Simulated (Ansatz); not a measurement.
# Screening in P2Ir (P2_1/c)

Wanted: ε∞ of P2Ir (P2_1/c) from perturbation theory, a sum over states and the RPA step of G0W0, with cost.

Program: Ansatz 0.2.0. Level of theory: linear response on LDA, plane waves, PAW. Values are calculated unless marked as measured.

This is a report of a sequence of runs, with the program logs left out and the cost of each run kept.

## (1) Set-up

It takes space group P2_1/c (No. 14, monoclinic). The conventional cell has a = 5.772 Å, b = 5.807 Å, c = 5.872 Å, α = 90.00°, β = 111.25°, γ = 90.00°. Nearest to P lie 1 P at 2.22 Å and 3 Ir at 2.41 to 2.42 Å. P has 1 P at 2.22 Å and 3 Ir at 2.33 to 2.35 Å nearest. Nearest to Ir lie 6 P at 2.33 to 2.42 Å. Farther neighbours, and contacts between anions beyond the nearest, are not listed.

The cell and positions are those that the Materials Project relaxed with its own functionals (PBE, PBE+U or r2SCAN), kept fixed. The default PAW set here is soft_2. Its files were made with PBE.

## (2) Response to a homogeneous field

ε∞ sets how strongly the crystal screens. Perturbation theory gives it with local fields and without a sum over empty bands.

This step: dielectric response by perturbation theory, LDA, plane waves, PAW.

File input.yaml:

```yaml
crystal:
  lattice:
    - [5.7723350975, 0.0, 0.0]
    - [0.0, 5.80673151, 0.0]
    - [-2.1284997265, 0.0, 5.4731408836]
  atoms:
    - { symbol: P, position: [0.1580067, 0.88188186, 0.87028772] }
    - { symbol: P, position: [0.8419933, 0.38188186, 0.62971228] }
    - { symbol: P, position: [0.8419933, 0.11811814, 0.12971228] }
    - { symbol: P, position: [0.1580067, 0.61811814, 0.37028772] }
    - { symbol: P, position: [0.33432299, 0.37720527, 0.18854639] }
    - { symbol: P, position: [0.66567701, 0.87720527, 0.31145361] }
    - { symbol: P, position: [0.66567701, 0.62279473, 0.81145361] }
    - { symbol: P, position: [0.33432299, 0.12279473, 0.68854639] }
    - { symbol: Ir, position: [0.27186641, 0.49883041, 0.79157869] }
    - { symbol: Ir, position: [0.72813359, 0.99883041, 0.70842131] }
    - { symbol: Ir, position: [0.72813359, 0.50116959, 0.20842131] }
    - { symbol: Ir, position: [0.27186641, 0.00116959, 0.29157869] }
kpoints:
  mp_grid: { grid: [4, 4, 4] }
hamiltonian:
  xc: lda
scf:
  occupations: { method: fixed }
dielectric: {}
```

Command:

```bash
$ ansatz run input.yaml --threads 24 --pin off --max-ram 82944MiB --backend cuda --events-out ev --progress --plain --runs-dir out --devices 1 --max-vram 78GiB
```

Run time: 11 s. Hardware: 1 × NVIDIA GB200 (shared by 2 runs) with 24 threads of Arm Neoverse V2, shared host; peak memory 3.4 GiB.

Read from the output:

```
stated error of ε∞ : 0.08
```

One over ε∞ averages 0.06, well under the quarter of exact exchange in PBE0, which should therefore open the gap too far.

High-frequency dielectric tensor:

```
16.22  0.00  0.61
 0.00 17.19  0.00
 0.61  0.00 16.89
```

Born effective charge (e), principal values of the symmetric part by kind of site:

| atom | atoms with these values | low | middle | high | mean |
| --- | --- | --- | --- | --- | --- |
| P1 | 4 | 1.85 | 2.32 | 2.83 | 2.33 |
| P5 | 4 | 2.35 | 2.61 | 2.97 | 2.65 |
| Ir9 | 4 | -5.39 | -5.27 | -4.27 | -4.98 |

In full for P5:

```
 2.94 -0.20 -0.26
 0.05  2.50 -0.06
 0.03 -0.17  2.50
```

## (3) Independent-particle spectrum

The independent-particle spectrum shows where the oscillator strength lies, before excitons and local fields.

This step: independent-particle optics on LDA, plane waves, PAW.

input.yaml: that of step 2 with these lines changed.

```diff
@@ -24,2 +24,4 @@
   occupations: { method: fixed }
-dielectric: {}
+  n_extra_bands: 125
+output:
+  optics: { e_range: [0, 25], de: 0.1, sigma: 0.2 }
```

Run time: 7 s. Hardware: 1 × NVIDIA GB200 (shared by 2 runs) with 24 threads; peak memory 4.1 GiB; 73 s of CPU time.

Read from the output:

| Quantity | Value |
| --- | --- |
| ε∞ without local fields (xx, yy, zz) | 16.98, 17.79, 17.67 |
| electrons in the f-sum (xx, yy, zz) | 87.66, 87.48, 87.50 |
| bands in the explicit sum (the static value is completed to all bands) | 179 |

The sum gives ε∞ = 16.98, 17.79 and 17.67 without local fields.

Independent particles, no local fields, Gaussian width 0.2 eV. ε₂ against photon energy; read off at these points:

| photon energy (eV) | xx | yy | zz |
| --- | --- | --- | --- |
| 0.0 | 0 | 0 | 0 |
| 1.0 | 4.8e-4 | 0.00388 | 6.3e-4 |
| 2.0 | 6.78 | 8.29 | 7.74 |
| 3.0 | 15.1 | 12.3 | 17.3 |
| 3.7 | 22.9 | 24.6 | 29.1 |
| 4.0 | 23.2 | 29.0 | 27.4 |
| 4.2 | 24.5 | 29.3 | 25.1 |
| 5.0 | 17.3 | 17.5 | 14.2 |
| 6.0 | 12.8 | 13.0 | 10.4 |
| 7.0 | 10.0 | 9.30 | 8.89 |
| 8.0 | 7.46 | 6.38 | 7.48 |
| 9.0 | 5.44 | 5.70 | 5.74 |
| 10.0 | 3.60 | 4.22 | 3.70 |
| 11.0 | 3.20 | 3.51 | 3.76 |
| 12.0 | 2.68 | 2.55 | 2.91 |
| 13.0 | 2.14 | 1.88 | 2.36 |
| 14.0 | 1.74 | 1.52 | 1.86 |
| 15.0 | 1.39 | 1.23 | 1.52 |
| 16.0 | 1.02 | 0.893 | 1.09 |
| 17.0 | 0.811 | 0.752 | 0.822 |
| 18.0 | 0.690 | 0.651 | 0.694 |
| 19.0 | 0.612 | 0.615 | 0.608 |
| 20.0 | 0.592 | 0.546 | 0.539 |
| 21.0 | 0.482 | 0.456 | 0.445 |
| 22.0 | 0.439 | 0.425 | 0.412 |
| 23.0 | 0.439 | 0.402 | 0.386 |
| 24.0 | 0.408 | 0.392 | 0.368 |
| 25.0 | 0.372 | 0.377 | 0.339 |

Independent particles, no local fields, Gaussian width 0.2 eV. The loss function by photon energy; read off at these points:

| photon energy (eV) | xx | yy | zz |
| --- | --- | --- | --- |
| 1 | 0 | 9.9e-6 | 0 |
| 2 | 0.0121 | 0.0147 | 0.0105 |
| 3 | 0.0222 | 0.0208 | 0.0266 |
| 4 | 0.0354 | 0.0291 | 0.0356 |
| 5 | 0.0578 | 0.0564 | 0.0688 |
| 6 | 0.0742 | 0.0744 | 0.0912 |
| 7 | 0.0915 | 0.0867 | 0.104 |
| 8 | 0.104 | 0.121 | 0.115 |
| 9 | 0.121 | 0.135 | 0.124 |
| 10 | 0.154 | 0.148 | 0.178 |
| 11 | 0.197 | 0.172 | 0.196 |
| 12 | 0.225 | 0.187 | 0.225 |
| 13 | 0.258 | 0.230 | 0.248 |
| 14 | 0.304 | 0.290 | 0.287 |
| 15 | 0.333 | 0.336 | 0.306 |
| 16 | 0.413 | 0.427 | 0.383 |
| 17 | 0.558 | 0.589 | 0.473 |
| 18 | 0.782 | 0.838 | 0.686 |
| 19 | 1.08 | 1.13 | 0.989 |
| 20 | 1.30 | 1.37 | 1.24 |
| 21 | 1.75 | 1.91 | 1.77 |
| 22 | 2.23 | 2.33 | 2.34 |
| 23 | 2.26 | 2.45 | 2.59 |
| 24 | 2.34 | 2.24 | 2.51 |
| 25 | 2.32 | 1.98 | 2.28 |

## (4) RPA screening from the G0W0 run

Now the one-shot GW correction: screening in the RPA, then the self-energy of the levels asked for.

This step: G0W0 on LDA, plane waves, PAW.

input.yaml: that of step 3 with these lines changed.

```diff
@@ -19,3 +19,3 @@
 kpoints:
-  mp_grid: { grid: [4, 4, 4] }
+  mp_grid: { grid: [4, 2, 4] }
 hamiltonian:
@@ -24,4 +24,7 @@
   occupations: { method: fixed }
-  n_extra_bands: 125
-output:
-  optics: { e_range: [0, 25], de: 0.1, sigma: 0.2 }
+gw:
+  n_empty_bands: 843
+  ecut_chi: 160.0
+  qp_bands: [v4, c4]
+  qp_kpoints: band_edges
+  screening: { model: contour_deformation }
```

Run time: 42 s. Hardware: 1 × NVIDIA GB200 (shared by 2 runs) with 24 threads; peak memory 4.7 GiB.

Numbers from this step:

```
bands summed                                 : 897
RPA ε∞ on this mesh (eigenvalues)            : 15.78, 17.46, 18.80
plane waves in the screening matrix          : 843
G0W0 gap on the mesh                         : 1.152 eV
k of the valence top                         : -0.5, -0.5, -0.5
k of the conduction bottom                   : 0, 0, 0
starting gap on the mesh                     : 0.6132 eV
least direct G0W0 gap on the computed points : 2.017 eV
```

The gap on the mesh goes from 0.61 eV to 1.15 eV, a correction of +0.54 eV. Between the two edge states, bare exchange in place of the xc potential would open the gap by 4.20 eV, and correlation takes back 3.66 eV.

Mean over the mesh in bins of 0.25 1/Å. The static inverse dielectric function, diagonal by length of q+G:

| length of q+G (Å⁻¹) | static inverse dielectric function, diagonal |
| --- | --- |
| 0.30 | 0.0796 |
| 0.57 | 0.125 |
| 0.77 | 0.167 |
| 1.25 | 0.291 |
| 1.50 | 0.359 |
| 1.75 | 0.427 |
| 2.00 | 0.491 |
| 2.25 | 0.554 |
| 2.75 | 0.663 |
| 3.00 | 0.707 |
| 3.26 | 0.748 |
| 3.50 | 0.782 |
| 3.75 | 0.814 |
| 4.00 | 0.842 |
| 4.50 | 0.889 |
| 4.75 | 0.909 |
| 5.00 | 0.925 |
| 5.25 | 0.939 |
| 5.50 | 0.950 |
| 6.00 | 0.966 |
| 6.25 | 0.973 |
| 6.43 | 0.976 |

## (5) The values together

Times are wall times on 1 × NVIDIA GB200 (shared by 2 runs) with 24 threads of Arm Neoverse V2, shared host, good to a factor of about two.

| method | mesh | ε∞, low | middle | high | mean | time |
| --- | --- | --- | --- | --- | --- | --- |
| perturbation theory (local fields and xc kernel) | 4×4×4 (response on 216 points) | 15.85 | 17.19 | 17.25 | 16.77 | 11 s |
| sum over states (no local fields) | 4×4×4 | 16.98 | 17.67 | 17.79 | 17.48 | 7 s |
| RPA with local fields, on the GW mesh | 4×2×4 | 15.78 | 17.46 | 18.80 | 17.35 | 42 s |

## (6) Results

* perturbation theory (local fields and xc kernel): 15.85, 17.19, 17.25
* sum over states (no local fields): 16.98, 17.67, 17.79
* RPA with local fields, on the GW mesh: 15.78, 17.46, 18.80

What this shows: Mean Born effective charge: P1 2.33, P5 2.65, Ir9 -4.98 e. The ε₂ (xx) has its highest peak at 4.2 eV. The sum without local fields gives 17.48 in the mean against 16.77 by perturbation theory; local fields lower ε∞ and the xc kernel gives part of it back, though the sum also carries the error of its own mesh. The RPA values on the 4×2×4 mesh average 1.03 times those of perturbation theory (means 17.35 and 16.77, which can hide unlike anisotropies). Without the xc kernel RPA should lie a little lower; it lies higher here, so the error of the GW mesh outweighs that. LDA usually puts the gap too low, which tends to raise ε∞. Ions are clamped, so the lattice part of the static constant is not in these numbers.

[Long decimals in the printed logs are rounded to 6 places.]

[Logs are printed without paths, hosts, clocks, repeated set-up lines and the standing remarks that a program may print on its own settings, such as how far it seeks lower states.]

[Paths, hosts, dates, memory and timing lines, banners, echoed tables and standing remarks are left out of the program output; an Ansatz launch command may be rebuilt from the run's recorded settings. Measured values are a selection of at most five: reports struck by readers or far from the other reports are left out. None is set beside runs whose start may be inverted or whose files or cutoffs have a known fault.]

[Runs of the session that timed out or met a known fault of the program may be left out.]

[Cells called generated may have been cut or substituted from an entry of the Crystallography Open Database or the Materials Project.]

[Hosts, paths, dates, database ids (printed as entryN), source tags and the programs' standing remarks are cut or masked in the printed files.]

[Where the starting crystal was built by hand or by swapping elements, it need not be the compound's stable phase.]
